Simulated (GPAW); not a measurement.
## H-GaAs-H chair monolayer: simulated STM images

What would a tunnelling microscope show on H-GaAs-H chair monolayer?

Method: GPAW, PAW setups; layer in a repeated cell with vacuum, relaxation of atoms and in-plane cell, in the first sound run; inputs show where later runs differ, in GPAW 26.7.0.

### 1. The starting structure

The cell holds 4 atoms: 2 H, 1 As and 1 Ga. Its edges and angles: a = 3.977 Å, b = 3.977 Å, c = 21.833 Å, α = 90.0°, β = 90.0°, γ = 120.0°. Vacuum lies along c.

### 2. Relaxing the atoms

Forces are removed first; all later runs use this geometry.

Input file run.py:

```python
import json
import numpy as np
from ase import Atoms
from ase.filters import FrechetCellFilter
from ase.optimize import BFGS
from gpaw import GPAW, PW

slab = Atoms(
    ['H', 'As', 'Ga', 'H'],
    positions=[
        [1.98825, 1.14792, 9.00000],
        [1.98825, 1.14792, 10.50000],
        [-0.00000, 2.29583, 11.30333],
        [-0.00000, 2.29583, 12.83333]],
    cell=[[3.9765, 0.0, 0.0], [-1.98825, 3.44375, 0.0], [0.0, 0.0, 21.8333]],
    pbc=[True, True, True])

slab.calc = GPAW(mode=PW(600), xc='PBE', kpts={'size': (9, 9, 1), 'gamma': True},
                 occupations={'name': 'fermi-dirac', 'width': 0.05}, nbands='200%',
                 convergence={'density': 1e-05}, maxiter=200,
                 symmetry={'tolerance': 1e-3}, txt='slab.txt')
result = {}
# The in-plane cell is free; stress needs a cell that repeats along all three vectors
path = []
opt = BFGS(FrechetCellFilter(slab, mask=[1, 1, 0, 0, 0, 1]), maxstep=0.2)
opt.attach(lambda: path.append((slab.get_potential_energy(), slab.positions.tolist(), slab.get_forces().tolist())))
result['relaxed'] = bool(opt.run(fmax=0.02, steps=45))
result['path'] = path
result['cell'] = slab.cell.tolist()
print('in-plane lattice', slab.cell.cellpar().round(4)[[0, 1, 5]])
energy = slab.get_potential_energy()
fermi = slab.calc.get_fermi_level()
v = slab.calc.get_electrostatic_potential().mean((0, 1)) - fermi
n = slab.calc.get_pseudo_density().mean((0, 1))
L = slab.cell[2, 2]
z = np.arange(len(v)) * L / len(v)
low, high = slab.positions[:, 2].min(), slab.positions[:, 2].max()
below, above = np.interp([low - 6.8, high + 6.8], z, v)
slopes = [np.interp(x, z, np.gradient(v, z)) for x in (low - 6.8, high + 6.8)]
eps = np.array([[slab.calc.get_eigenvalues(k, s) for k in range(len(slab.calc.get_ibz_k_points()))]
                for s in range(slab.calc.get_number_of_spins())]) - fermi
top, bottom = eps[eps < 0].max(), eps[eps > 0].min()
dipole = slab.get_dipole_moment()[2]
print(f'energy {energy:.4f} eV, Fermi level {fermi:.4f} eV, dipole {dipole:.5f} e A')
print(f'potential 6.8 A off the faces, from the Fermi level: lower {below:.4f} eV, upper {above:.4f} eV')
print(f'slope of the potential there: lower {slopes[0]:.5f}, upper {slopes[1]:.5f} eV/A')
print(f'nearest levels on the mesh: {top:.4f} and {bottom:.4f} eV')
print('magnetic moment', round(slab.get_magnetic_moment(), 3))
result.update(energy=energy, fermi=fermi, dipole=dipole, below=below, above=above, slopes=slopes, edges=[top, bottom],
              z=z.tolist(), v=v.tolist(), n=n.tolist(), positions=slab.positions.tolist(),
              forces=slab.get_forces(apply_constraint=False).tolist(), moments=slab.get_magnetic_moments().tolist())
json.dump(result, open('result.json', 'w'))
```

The run is started by

```console
$ OMP_NUM_THREADS=1 OPENBLAS_NUM_THREADS=1 python run.py
```

The log of the run:

```text
Step          Energy          fmax
BFGS:    0      -14.220816        1.010319
BFGS:    1      -14.245151        0.582862
BFGS:    2      -14.267942        0.375966
BFGS:    3      -14.278674        0.431876
BFGS:    4      -14.292032        0.408792
BFGS:    5      -14.298908        0.283952
BFGS:    6      -14.301619        0.140251
BFGS:    7      -14.302371        0.097914
BFGS:    8      -14.303163        0.149650
BFGS:    9      -14.304399        0.166460
BFGS:   10      -14.305711        0.115694
BFGS:   11      -14.306377        0.046626
BFGS:   12      -14.306510        0.019887
in-plane lattice [  4.0987   4.0987 120.    ]
energy -14.3065 eV, Fermi level -3.0604 eV, dipole -0.12569 e A
potential 6.8 A off the faces, from the Fermi level: lower 4.3995 eV, upper 4.7089 eV
slope of the potential there: lower -0.07154, upper -0.07146 eV/A
nearest levels on the mesh: -0.8425 and 0.8060 eV
magnetic moment 0.0
```

The job ended after 4.1 min (1 thread of Arm Neoverse V2, shared host; peak memory 0.39 GiB).

Numbers from this step:

```
dipole along the normal                    : -0.1257 e·Å
levels nearest the Fermi level on the mesh : -0.8425, 0.8060 eV from the Fermi level
```

The electrostatic potential energy of an electron (without an applied field's), less the Fermi level, planar mean by z:

| z (Å) | electrostatic potential energy of an electron (without an applied field's), less the Fermi level, planar mean (eV) |
| --- | --- |
| 0.0 | 4.55 |
| 0.5 | 4.52 |
| 1.0 | 4.48 |
| 1.5 | 4.45 |
| 2.0 | 4.41 |
| 2.5 | 4.38 |
| 3.0 | 4.34 |
| 3.5 | 4.30 |
| 4.0 | 4.27 |
| 4.5 | 4.23 |
| 5.0 | 4.20 |
| 5.5 | 4.16 |
| 6.0 | 4.13 |
| 6.5 | 4.09 |
| 7.0 | 4.05 |
| 7.5 | 3.99 |
| 8.0 | 3.86 |
| 8.5 | 3.37 |
| 9.0 | 2.05 |
| 9.5 | 1.87 |
| 10.0 | -3.58 |
| 10.5 | -12.1 |
| 11.0 | -10.9 |
| 11.5 | -6.96 |
| 12.0 | 0.266 |
| 12.5 | 3.13 |
| 13.0 | 3.31 |
| 13.5 | 4.69 |
| 14.0 | 5.01 |
| 14.5 | 5.06 |
| 15.0 | 5.04 |
| 15.5 | 5.01 |
| 16.0 | 4.97 |
| 16.5 | 4.94 |
| 17.0 | 4.90 |
| 17.5 | 4.86 |
| 18.0 | 4.83 |
| 18.5 | 4.79 |
| 19.0 | 4.76 |
| 19.5 | 4.72 |
| 20.0 | 4.69 |
| 20.5 | 4.65 |
| 21.0 | 4.61 |
| 21.5 | 4.58 |

The pseudo valence density, planar mean oscillates, so the rows of the table below give means over windows of 1 Å about each position, cut where the curve ends. Its maxima inside the range that stand out by 2 % of the span (Å: e/Å³): 10.1: 0.220, 10.8: 0.312, 11.7: 0.142. Its minima: 10.5: 0.199, 11.4: 0.105.

Table of pseudo valence density, planar mean by z; means over each step:

| z (Å) | pseudo valence density, planar mean (e/Å³) |
| --- | --- |
| 6 | 1.9e-5 |
| 7 | 4.2e-4 |
| 8 | 0.00990 |
| 9 | 0.0836 |
| 10 | 0.184 |
| 11 | 0.215 |
| 12 | 0.117 |
| 13 | 0.0688 |
| 14 | 0.00751 |
| 15 | 3.6e-4 |
| 16 | 1.8e-5 |

The relaxation lowered the energy of the cell by 0.0857 eV (energies extrapolated to zero smearing; the optimiser's log prints free energies). The largest force left on a free atom is 0.020 eV/Å.

### 3. Plane waves, PBE

The work function is the vacuum plateau of the electrostatic potential less the Fermi level; a dipole layer lets the two faces have plateaus of their own.

This step: GPAW, PAW setups; slab in vacuum (GPAW 26.7.0).

The cell differs from the one that the last finished run ended in (c 21.833 → 21.906 Å).

Input file run.py:

```python
import json
import numpy as np
from ase import Atoms
from ase.dft.stm import STM
from gpaw import GPAW, PW

slab = Atoms(
    ['H', 'As', 'Ga', 'H'],
    positions=[
        [2.04936, 1.18320, 9.00000],
        [2.04936, 1.18320, 10.52845],
        [0.00000, 2.36639, 11.31283],
        [0.00000, 2.36639, 12.90643]],
    cell=[[4.09872, -0.0, 0.0], [-2.04936, 3.5496, 0.0], [0.0, 0.0, 21.9064]],
    pbc=[True, True, False])

slab.calc = GPAW(mode=PW(500), xc='PBE', kpts={'size': (9, 9, 1), 'gamma': True},
                 occupations={'name': 'fermi-dirac', 'width': 0.05}, nbands='200%',
                 convergence={'density': 1e-05}, maxiter=200,
                 poissonsolver={'dipolelayer': 'xy'},
                 symmetry={'tolerance': 1e-3}, txt='slab.txt')
result = {}
energy = slab.get_potential_energy()
fermi = slab.calc.get_fermi_level()
v = slab.calc.get_electrostatic_potential().mean((0, 1)) - fermi
n = slab.calc.get_pseudo_density().mean((0, 1))
L = slab.cell[2, 2]
z = np.arange(len(v)) * L / len(v)
low, high = slab.positions[:, 2].min(), slab.positions[:, 2].max()
below, above = np.interp([low - 6.8, high + 6.8], z, v)
slopes = [np.interp(x, z, np.gradient(v, z)) for x in (low - 6.8, high + 6.8)]
eps = np.array([[slab.calc.get_eigenvalues(k, s) for k in range(len(slab.calc.get_ibz_k_points()))]
                for s in range(slab.calc.get_number_of_spins())]) - fermi
top, bottom = eps[eps < 0].max(), eps[eps > 0].min()
dipole = slab.get_dipole_moment()[2]
print(f'energy {energy:.4f} eV, Fermi level {fermi:.4f} eV, dipole {dipole:.5f} e A')
print(f'potential 6.8 A off the faces, from the Fermi level: lower {below:.4f} eV, upper {above:.4f} eV')
print(f'slope of the potential there: lower {slopes[0]:.5f}, upper {slopes[1]:.5f} eV/A')
print(f'nearest levels on the mesh: {top:.4f} and {bottom:.4f} eV')
print('magnetic moment', round(slab.get_magnetic_moment(), 3))
result.update(energy=energy, fermi=fermi, dipole=dipole, below=below, above=above, slopes=slopes, edges=[top, bottom],
              z=z.tolist(), v=v.tolist(), n=n.tolist(), positions=slab.positions.tolist(),
              forces=slab.get_forces(apply_constraint=False).tolist(), moments=slab.get_magnetic_moments().tolist())

# Images need the states of the whole zone, up to time reversal
slab.calc = slab.calc.fixed_density(symmetry={'point_group': False}, txt='states.txt', nbands='260%',
                                    convergence={'bands': 'CBM+0.8'})
stm = STM(slab)
result['stm'] = []
for bias in [-0.5, 0.5]:
    height = high + 4.0
    current = stm.get_averaged_current(bias, height)
    x, y, h = stm.scan(bias, current)
    i, f = divmod(height / L * stm.ldos.shape[2], 1)
    I = abs((1 - f) * stm.ldos[:, :, int(i)] + f * stm.ldos[:, :, int(i) + 1])
    print(f'bias {bias} V: mean current at 4.0 A {current:.4e}, corrugation {np.ptp(h):.4f} A')
    result['stm'].append(dict(bias=bias, current=current, h=(h - high).tolist(), I=I.tolist()))
json.dump(result, open('result.json', 'w'))
```

The log of the run:

```text
energy -14.2913 eV, Fermi level -3.0675 eV, dipole -0.10377 e A
potential 6.8 A off the faces, from the Fermi level: lower 3.9118 eV, upper 5.2001 eV
slope of the potential there: lower -0.00047, upper -0.00041 eV/A
nearest levels on the mesh: -0.8434 and 0.8054 eV
magnetic moment 0.0
bias -0.5 V: mean current at 4.0 A 0.0000e+00, corrugation 0.0000 A
bias 0.5 V: mean current at 4.0 A 0.0000e+00, corrugation 0.0000 A
```

Elapsed: 64 s, on 1 thread; peak memory 0.44 GiB.

Numbers from this step:

```yaml
dipole_along_the_normal: -0.1038 e·Å
levels_nearest_the_fermi_level_on_the_mesh: -0.8434, 0.8054 eV from the Fermi level
upper_work_function: 5.200 eV
lower_work_function: 3.912 eV
upper_ionisation_energy: 6.043 eV
```

Electrostatic potential energy of an electron (without an applied field's), less the Fermi level, planar mean against z:

| z (Å) | electrostatic potential energy of an electron (without an applied field's), less the Fermi level, planar mean (eV) |
| --- | --- |
| 0 | 4.56 |
| 1 | 3.91 |
| 2 | 3.91 |
| 3 | 3.91 |
| 4 | 3.91 |
| 5 | 3.91 |
| 6 | 3.91 |
| 7 | 3.91 |
| 8 | 3.80 |
| 9 | 2.06 |
| 10 | -3.10 |
| 11 | -11.0 |
| 12 | -0.0215 |
| 13 | 3.25 |
| 14 | 5.09 |
| 15 | 5.19 |
| 16 | 5.20 |
| 17 | 5.20 |
| 18 | 5.20 |
| 19 | 5.20 |
| 20 | 5.20 |
| 21 | 5.20 |

The pseudo valence density, planar mean oscillates, so the rows of the table below give means over windows of 1 Å about each position, cut where the curve ends. Its maxima inside the range that stand out by 2 % of the span (Å: e/Å³): 10.2: 0.217, 11.0: 0.303, 11.9: 0.142. Its minima: 10.4: 0.195, 11.5: 0.108.

Pseudo valence density, planar mean against z; means over each step:

z (Å), pseudo valence density, planar mean (e/Å³) and a bar:
```
        6      0.000 
        7      0.000 
        8      0.009 #
        9      0.081 ###########
       10      0.183 #########################
       11      0.217 ##############################
       12      0.118 ################
       13      0.071 ##########
       14      0.008 #
       15      0.000 
       16      0.000
```

The layer is gapped, so the Fermi level lies somewhere inside the gap, set by smearing and numerics, and these work functions are no property of the material; the band edges below the vacuum level are. The potential is flat to 4.7e-4 eV/Å where it is read, so the vacuum is wide enough. At -0.5 and 0.5 V the search found no usable constant-current contour near the set height, since the window lies inside the gap and carries no current, so the printed corrugation is no image; it is left out.

### 4. A changed run

One more run, with changed settings.

run.py: that of step 3 with these lines changed.

```diff
@@ -3,3 +3,2 @@
 from ase import Atoms
-from ase.dft.stm import STM
 from gpaw import GPAW, PW
@@ -17,4 +16,4 @@
 slab.calc = GPAW(mode=PW(500), xc='PBE', kpts={'size': (9, 9, 1), 'gamma': True},
-                 occupations={'name': 'fermi-dirac', 'width': 0.05}, nbands='200%',
-                 convergence={'density': 1e-05}, maxiter=200,
+                 occupations={'name': 'fermi-dirac', 'width': 2.0}, nbands='200%',
+                 convergence={'density': 1e-05}, maxiter=75,
                  poissonsolver={'dipolelayer': 'xy'},
@@ -43,16 +42,2 @@
               forces=slab.get_forces(apply_constraint=False).tolist(), moments=slab.get_magnetic_moments().tolist())
-
-# Images need the states of the whole zone, up to time reversal
-slab.calc = slab.calc.fixed_density(symmetry={'point_group': False}, txt='states.txt', nbands='260%',
-                                    convergence={'bands': 'CBM+0.8'})
-stm = STM(slab)
-result['stm'] = []
-for bias in [-0.5, 0.5]:
-    height = high + 4.0
-    current = stm.get_averaged_current(bias, height)
-    x, y, h = stm.scan(bias, current)
-    i, f = divmod(height / L * stm.ldos.shape[2], 1)
-    I = abs((1 - f) * stm.ldos[:, :, int(i)] + f * stm.ldos[:, :, int(i) + 1])
-    print(f'bias {bias} V: mean current at 4.0 A {current:.4e}, corrugation {np.ptp(h):.4f} A')
-    result['stm'].append(dict(bias=bias, current=current, h=(h - high).tolist(), I=I.tolist()))
 json.dump(result, open('result.json', 'w'))
```

The log of the run:

```text
energy -13.1099 eV, Fermi level -4.2308 eV, dipole -0.00442 e A
potential 6.8 A off the faces, from the Fermi level: lower 6.1047 eV, upper 6.1575 eV
slope of the potential there: lower -0.00210, upper 0.00189 eV/A
nearest levels on the mesh: -1.0941 and 0.7187 eV
magnetic moment 0.0
```

Elapsed: 32 s, on 1 thread; peak memory 0.27 GiB.

The run finished. A setting was moved off its sound value on purpose, so it serves as a test and not as the result.

The fault put into the input: a smearing of electronvolts (width = 2.0).

The two runs compared:

| quantity | this run | sound run | difference |
| --- | --- | --- | --- |
| dipole along the normal (e·Å) | -0.0044160 | -0.10377 | 0.0994 |
| upper work function (eV) | 6.1575 | 5.2001 | 0.957 |
| lower work function (eV) | 6.1047 | 3.9118 | 2.19 |
| upper ionisation energy (eV) | 7.2515 | 6.0435 | 1.21 |

One result that differs is the dipole along the normal, -0.00442 e·Å against -0.104 e·Å.

### 5. Outcome

```json
{"work function, upper and lower face (Fermi level placed in the gap by the smearing)": "5.200 and 3.912 eV", "ionisation energy from the upper face (highest filled level on the mesh)": "6.04 eV", "electron affinity from the upper face (lowest empty Kohn-Sham level on the mesh)": "4.39 eV", "dipole along the normal": "-0.104 e Å"}
```

In words: With plane waves and PBE the ionisation energy from the upper face is 6.04 eV and the Kohn-Sham electron affinity 4.39 eV. The two faces differ by 1.3 eV, the step that the slab's dipole makes (e p/(ε0 A) gives 1.3 eV), so the dipole layer is needed. The levels nearest the Fermi level on the mesh lie 1.65 eV apart, so the slab is gapped there: the smearing puts the Fermi level inside the gap, and from either face the ionisation energy is the work function plus 0.84 eV. Both are Kohn-Sham levels on the mesh, and semilocal gaps are too small, so the affinity tends to come out too large and the ionisation energy too small. The starting lattice was a guess from atomic radii; the relaxation moved it by 3 %. The relaxation of atoms and cell ran in a fully periodic cell without the dipole layer, so the atoms of this polar layer felt a small spurious field. The layer's cell and atoms come from the relaxation; spin-orbit coupling and temperature are left out.

[Logs are printed without paths, hosts, clocks, repeated set-up lines and the standing remarks that a program may print on its own settings, such as how far it seeks lower states.]

[Hosts, paths, dates, database ids (printed as entryN), source tags and the programs' standing remarks are cut or masked in the printed files.]
